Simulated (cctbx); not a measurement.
# Lattice, Laue class and space group of a new crystal

Cell: a = 6.0120 Å, b = 6.0120 Å, c = 58.2100 Å, α = 90.00°, β = 90.00°, γ = 120.00°. Expected content of the cell: Sm15 Mg57.

The data are simulated with cctbx, not measured: Mo Kα, λ = 0.71073 Å, to d = 0.65 Å, 70 % of the full sphere, strongest reflection 40000 counts, noise from counting, a 6 % proportional error and a noise floor of 8 counts (s.d.); no absorption.

A first pass over the reflections prints:

```text
19398 reflections to d = 0.650 A
centring   violations  <I/sigma> of those
    A       2933 of  9641      3.9
    B       2948 of  9678      3.9
    C       2939 of  9729      3.8
    I       2937 of  9654      3.9
    R          0 of 12884      0.0
    F       4410 of 14524      3.9
Laue class    unique    Rint  (classes that these axes allow; Friedel mates merged)
R -3 :H          1554   0.045
R -3 m :H         962   0.048
space group    extra absences  I>4sigma  <I/sigma>
R 3 2 :H                0          0         -  acentric
R 3 m :H                0          0         -  acentric
R -3 m :H               0          0         -  centric
Wilson B = 0.57 A^2   <|E^2-1|> = 0.943 (0.968 centric, 0.736 acentric)   E^2>4: 3.8 %
shell (A)         n   <I/sigma>
19.41 - 1.30    145     27.5
 1.30 - 1.03    124     28.5
 1.03 - 0.90    125     27.7
 0.90 - 0.82    117     26.4
 0.82 - 0.76    111     27.0
 0.76 - 0.72    125     26.6
 0.72 - 0.68    103     25.9
 0.68 - 0.65    112     25.4
```

**Question.** What are the lattice type, the Laue class and the likely space group?

The reflections that R centring forbids are absent (⟨I/σ⟩ near 0), so the lattice is R.

Rint stays low (0.045 to 0.048) up to R -3 m :H, the highest class in these axes.

3 settings pass the absence test. No glide or screw absences show, which leaves R 3 2, R 3 m and R -3 m.

⟨|E²−1|⟩ = 0.943 leans to a centrosymmetric structure. The Wilson B of 0.57 Å² means U ≈ 0.0072 Å².

The true group is R-3m (no. 166), Laue class -3m, centrosymmetric. The tables only narrow the choice to the tied entries; cell content, site symmetry and trial solutions must settle it.

The model was made for the exercise: a known structure type with other elements put in, its volume estimated, not relaxed; displacement parameters are assumed.

[Logs are printed without paths, hosts, clocks, repeated set-up lines and the standing remarks that a program may print on its own settings, such as how far it seeks lower states.]
